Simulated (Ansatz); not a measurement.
G0W0 rungs for SiC (F-43m).

```
Si C
1.0
     0.00000    2.17900    2.17900
     2.17900    0.00000    2.17900
     2.17900    2.17900    0.00000
Si C
1 1
Direct
  0.00000 0.00000 0.00000
  0.25000 0.25000 0.25000
```

The cell and positions come from the Crystallography Open Database and are kept as given unless a step says otherwise.

Runs so far (Ansatz 0.2.0, start PBE, PAW set soft_1 files, 6×6×6 mesh). Times are wall times on 1 × NVIDIA H100 80GB HBM3 (shared by 6 runs) with 3 threads of AMD EPYC 7R13 (Zen 3), shared host, good to a factor of about two.

```
bands summed  cutoff (eV)  gap on the mesh (eV)   time
          20           50                 1.783   10 s
          50          100                 2.038   13 s
          90          150                 2.176  6.2 s
         157          220                 2.263  8.4 s
```

Q: What should the next rung give, with 248 bands and screening to 300 eV, and where is the limit?

The error falls about as one over the bands when the cutoff rises with them. A line through the two highest rungs given predicts 2.306 eV; the run gave 2.303 eV, close to it. The two highest rungs put the limit near 2.372 eV, the pair below near 2.380 eV; their difference is a rough measure of what is unsettled in bands and cutoff; the mesh is a separate error.

Gaps are over the mesh's points; an edge off the mesh would be missed. Limits: not at the basis limit.

[Paths, hosts, dates, memory and timing lines, banners, echoed tables and standing remarks are left out of the program output.]

[Logs are printed without paths, hosts, clocks, repeated set-up lines and the standing remarks that a program may print on its own settings, such as how far it seeks lower states.]

[Runs of the session that timed out or met a known fault of the program may be left out.]

[Cells called generated may have been cut or substituted from an entry of the Crystallography Open Database or the Materials Project.]

[Hosts, paths, dates, database ids (printed as entryN), source tags and the programs' standing remarks are cut or masked in the printed files.]
